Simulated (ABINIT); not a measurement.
# SnO2 (Cassiterite): a self-consistent loop beyond G0W0, cycle by cycle, part 3 of 3

Wanted: G0W0 and self-consistent gaps of SnO2 (Cassiterite), with the cost of the cycles.

ABINIT 10.8.3; PBE and many-body steps on it, plane waves. Known limits of the many-body steps: not at the basis limit; no spin-orbit coupling; coarse k mesh.

So far. Step 10 (evGW, cycle 1): Against G0W0 in ABINIT (4×4×4 mesh, 81 bands, screening to 106.1 eV, Godby-Needs plasmon pole), the gap moves by +0.634 eV. Step 13 (evGW, cycle 2): Against the cycle before, the gap moves by +0.054 eV.

### 14. Screening, 4×4×4 mesh, 81 bands, screening to 106.1 eV

This step: RPA screening on PBE, plane waves, norm-conserving pseudopotentials.

run.abi

```
acell 3*1.0 Angstrom
rprim 
  4.738000000000 0.000000000000 0.000000000000
  0.000000000000 4.738000000000 0.000000000000
  0.000000000000 0.000000000000 3.186500000000
ntypat 2
znucl 50 8
natom 6
typat 1 1 2 2 2 2
xred 
  0.000000000000 0.000000000000 0.000000000000
  0.500000000000 0.500000000000 0.500000000000
  0.307100000000 0.307100000000 0.000000000000
  0.192900000000 0.807100000000 0.500000000000
  0.692900000000 0.692900000000 0.000000000000
  0.807100000000 0.192900000000 0.500000000000
pp_dirpath "pseudos"
pseudos "Sn.upf, O.upf"
ecut 42
ngkpt 4 4 4
nshiftk 1
shiftk 0 0 0
kptopt 1
chksymbreak 0
istwfk *1
occopt 1
irdwfk 1
optdriver 3
nband 81
ecuteps 3.9
inclvkb 2
awtr 1
symchi 1
gwcalctyp 10
mbpt_sciss 3.055 eV
nqptdm 1
qptdm 
  0 0 0
indata_prefix "in"
outdata_prefix "out"
tmpdata_prefix "tmp"
```

On the command line:

```console
$ OMP_NUM_THREADS=1 mpirun -n 8 abinit run.abi > log
```

Numbers of over 12 decimals in the logs are rounded to 6 here.

The program printed:

```text
.Version 10.8.3 of ABINIT. v10.8.2 released Aug 2026.

 Symmetries : space group P4_2/m n m (#136); Bravais tP (primitive tetrag.)
[... echo of the input left out ...]
== DATASET  1 ==================================================================
-   mpi_nproc: 8, omp_nthreads: 1 (-1 if OMP is not activated)

--- !DatasetInfo
iteration_state: {dtset: 1, }
dimensions: {natom: 6, nkpt: 18, mband: 81, nsppol: 1, nspinor: 1, nspden: 1, mpw: 6312, }
cutoff_energies: {ecut:  42.0, pawecutdg:  -1.0, }
[...]
[... chi0 elements left out ...]
 For q-point:  0.000010 0.000020 0.000030
  dielectric constant =   3.5875
  dielectric constant without local fields =   3.7120

  Average fulfillment of the sum rule on Im[epsilon] for q-point    1 :     34.60  [%]
[... wings left out ...]
== END DATASET(S) ==============================================================
================================================================================

 -outvars: echo values of variables after computation  --------
           etotal      0.0000000000E+00
            nband          81
             nkpt          18
          spgroup         136
 [... the other variables as echoed above ...]

 Calculation completed.
```

Run time: 20 s. Hardware: 8 MPI ranks of Arm Neoverse V2, shared host; peak memory 4.1 GiB; 2.6 min of CPU time.

This step gave:

```yaml
eps_infinity_with_local_fields_on_this_mesh_along_the_program_s_q_direction: 3.587
the_same_without_local_fields: 3.712
plasma_frequency: 36.20 eV
plane_waves_in_the_screening_matrix: 177
```

This screening uses the functional's bands under a rigid shift, the mean opening of the cycle before.

### 15. Screening, 4×4×4 mesh, 81 bands, screening to 106.1 eV

This step: RPA screening on PBE from quasiparticle energies, plane waves, norm-conserving pseudopotentials.

Edit run.abi of step 14 so:

```diff
@@ -33,7 +33,23 @@
 symchi 1
+irdqps 1
 gwcalctyp 10
-mbpt_sciss 3.055 eV
-nqptdm 1
+nqptdm 17
 qptdm 
-  0 0 0
+  0.2500000000 0.0000000000 0.0000000000
+  0.5000000000 0.0000000000 0.0000000000
+  0.2500000000 0.2500000000 0.0000000000
+  0.5000000000 0.2500000000 0.0000000000
+  0.5000000000 0.5000000000 0.0000000000
+  0.0000000000 0.0000000000 0.2500000000
+  0.2500000000 0.0000000000 0.2500000000
+  0.5000000000 0.0000000000 0.2500000000
+  0.2500000000 0.2500000000 0.2500000000
+  0.5000000000 0.2500000000 0.2500000000
+  0.5000000000 0.5000000000 0.2500000000
+  0.0000000000 0.0000000000 0.5000000000
+  0.2500000000 0.0000000000 0.5000000000
+  0.5000000000 0.0000000000 0.5000000000
+  0.2500000000 0.2500000000 0.5000000000
+  0.5000000000 0.2500000000 0.5000000000
+  0.5000000000 0.5000000000 0.5000000000
 indata_prefix "in"
```

mrgscr.stdin

```
2
merged
q0_SCR
out_SCR
1
```

On the command line:

```console
$ OMP_NUM_THREADS=1 mpirun -n 8 abinit run.abi > log; mrgscr < mrgscr.stdin
```

The program printed:

```text
.Version 10.8.3 of ABINIT. v10.8.2 released Aug 2026.

 Symmetries : space group P4_2/m n m (#136); Bravais tP (primitive tetrag.)
[... echo of the input left out ...]
== DATASET  1 ==================================================================
-   mpi_nproc: 8, omp_nthreads: 1 (-1 if OMP is not activated)

--- !DatasetInfo
iteration_state: {dtset: 1, }
dimensions: {natom: 6, nkpt: 18, mband: 81, nsppol: 1, nspinor: 1, nspden: 1, mpw: 6312, }
cutoff_energies: {ecut:  42.0, pawecutdg:  -1.0, }
[...]
q-point number  1        q = ( 0.250000, 0.000000, 0.000000) [r.l.u.]
--------------------------------------------------------------------------------
[... chi0 elements left out ...]
  Average fulfillment of the sum rule on Im[epsilon] for q-point    2 :     47.94  [%]

--------------------------------------------------------------------------------
  q-point number  2        q = ( 0.500000, 0.000000, 0.000000) [r.l.u.]
--------------------------------------------------------------------------------
[... chi0 elements left out ...]
  Average fulfillment of the sum rule on Im[epsilon] for q-point    3 :     42.18  [%]

 [... 15 further q-points ...]
```

Elapsed: 55 s, on 8 MPI ranks; peak memory 3.8 GiB; 7.3 min of CPU time.

This step gave:

* plasma frequency: 36.20 eV
* plane waves in the screening matrix: 177

This screening reads the quasiparticle levels of the cycle before.

### 16. evGW, cycle 3

This step: evGW on PBE, plane waves, norm-conserving pseudopotentials.

Edit run.abi of step 15 so:

```diff
@@ -27,12 +27,10 @@
 irdwfk 1
-optdriver 3
+optdriver 4
 nband 81
-ecuteps 3.9
-inclvkb 2
-awtr 1
-symchi 1
-irdqps 1
 gwcalctyp 10
-nqptdm 17
-qptdm 
+ecutsigx 42
+symsigma 1
+nkptgw 18
+kptgw 
+  0.0000000000 0.0000000000 0.0000000000
   0.2500000000 0.0000000000 0.0000000000
@@ -54,2 +52,25 @@
   0.5000000000 0.5000000000 0.5000000000
+bdgw 
+  23 40
+  23 40
+  23 40
+  23 40
+  23 40
+  23 40
+  23 40
+  23 40
+  23 40
+  23 40
+  23 40
+  23 40
+  23 40
+  23 40
+  23 40
+  23 40
+  23 40
+  23 40
+ecuteps 3.9
+irdscr 1
+ppmodel 1
+irdqps 1
 indata_prefix "in"
```

On the command line:

```console
$ OMP_NUM_THREADS=1 mpirun -n 8 abinit run.abi > log
```

The program printed:

```text
.Version 10.8.3 of ABINIT. v10.8.2 released Aug 2026.

 Symmetries : space group P4_2/m n m (#136); Bravais tP (primitive tetrag.)
[... echo of the input left out ...]
== DATASET  1 ==================================================================
-   mpi_nproc: 8, omp_nthreads: 1 (-1 if OMP is not activated)

--- !DatasetInfo
iteration_state: {dtset: 1, }
dimensions: {natom: 6, nkpt: 18, mband: 81, nsppol: 1, nspinor: 1, nspden: 1, mpw: 6312, }
cutoff_energies: {ecut:  42.0, pawecutdg:  -1.0, }
[...]
.  kptgw no:  4; Maximum DeltaE = (   0.001   0.000) for band index: 18
[...]
.  kptgw no: 17; Maximum DeltaE = (   0.002   0.000) for band index:  1
.  kptgw no: 18; Maximum DeltaE = (   0.001  -0.001) for band index:  1

== END DATASET(S) ==============================================================
================================================================================

 -outvars: echo values of variables after computation  --------
           etotal      0.0000000000E+00
            nband          81
             nkpt          18
          spgroup         136
 [... the other variables as echoed above ...]

 Calculation completed.
```

Run time: 3.5 min. Hardware: 8 MPI ranks; peak memory 6.5 GiB.

Numbers from this step:

```
quasiparticle gap on the mesh                         : 3.483 eV
gap of the density functional on the mesh             : 1.284 eV
k of the valence top                                  : 0, 0, 0
k of the conduction bottom                            : 0, 0, 0
least direct quasiparticle gap on the computed points : 3.483 eV
```

Against the cycle before, the gap moves by +0.005 eV.

### 17. The runs together

Times are wall times on 8 MPI ranks of Arm Neoverse V2, shared host, good to a factor of about two. A run's time includes the screening step that it read.

```csv
run,mesh,bands,screening cutoff (eV),DFT gap (eV),gap on the mesh (eV),direct (eV),ε∞ used,time
G0W0,4×4×4,81,106.1,1.284,2.790,2.790,4.54,84 s
"evGW0, cycle 1",4×4×4,81,106.1,1.284,3.082,3.082,4.54,5 min
"evGW0, cycle 2",4×4×4,81,106.1,1.284,3.019,3.019,4.54,5 min
"evGW0, cycle 3",4×4×4,81,106.1,1.284,3.010,3.010,4.54,5 min
"evGW, cycle 1",4×4×4,81,106.1,1.284,3.424,3.424,3.70,4.9 min
"evGW, cycle 2",4×4×4,81,106.1,1.284,3.478,3.478,3.60,4.8 min
"evGW, cycle 3",4×4×4,81,106.1,1.284,3.483,3.483,3.59,4.8 min
```

### 18. Results

```json
{
  "G0W0": "2.790 eV",
  "evGW0, cycle 1": "3.082 eV",
  "evGW0, cycle 2": "3.019 eV",
  "evGW0, cycle 3": "3.010 eV",
  "evGW, cycle 1": "3.424 eV",
  "evGW, cycle 2": "3.478 eV",
  "evGW, cycle 3": "3.483 eV",
  "known limits": "not at the basis limit; no spin-orbit coupling; coarse k mesh"
}
```

Only the bands that the input lists are updated; the others, empty or deep, keep the functional's energies or take a rigid shift. The evGW loop starts from the last levels of evGW0, so its cycles and time come on top of those. evGW0 ends at 3.01 eV, +0.22 eV from G0W0, after 3 cycles that took 11 min beside the first screening; the last moved the gap by 0.009 eV. evGW ends at 3.48 eV, +0.69 eV from G0W0, after 3 cycles that took 14 min beside the first screening; the last moved the gap by 0.005 eV. The first cycle of evGW0 takes the full correction, without the factor Z, so it overshoots the one-shot value. Against experiment, by evGW, cycle 3: the gap of 3.48 eV lies −0.12 eV from the measured 3.6 eV (kind not stated, quoted 2022). These are gaps on the mesh, at modest bands and cutoff. The calculation has static nuclei and no excitons; a measured gap holds zero-point and thermal motion, which mostly lowers it. Bands and cutoff are finite, so the gap is not at the basis limit. The miss can reach some tenths of an eV and take either sign; the mesh is an error of its own. The 4×4×4 mesh is coarse for this cell, which bears on the long-range parts of exchange and screening. In the updated screening the q = 0 part is built from Kohn-Sham bands under a rigid shift, the other q from the quasiparticle levels. The many-body steps are scalar-relativistic: spin-orbit coupling is not in them.

[Paths, hosts, dates, memory and timing lines, banners, echoed tables and standing remarks are left out of the program output.]

[Logs are printed without paths, hosts, clocks, repeated set-up lines and the standing remarks that a program may print on its own settings, such as how far it seeks lower states.]

[Runs of the session that timed out or met a known fault of the program may be left out.]

[Hosts, paths, dates, database ids (printed as entryN), source tags and the programs' standing remarks are cut or masked in the printed files.]

[G0W0 gaps are taken among the corrected bands and points alone; a level outside them can change the order at an edge.]

[Where Ansatz stands beside ABINIT at settings called matched, ABINIT's density can come from a denser mesh and the files from another edition; pairs whose starting gaps differed by over 0.03 eV were left out, so agreement reads better than it is.]
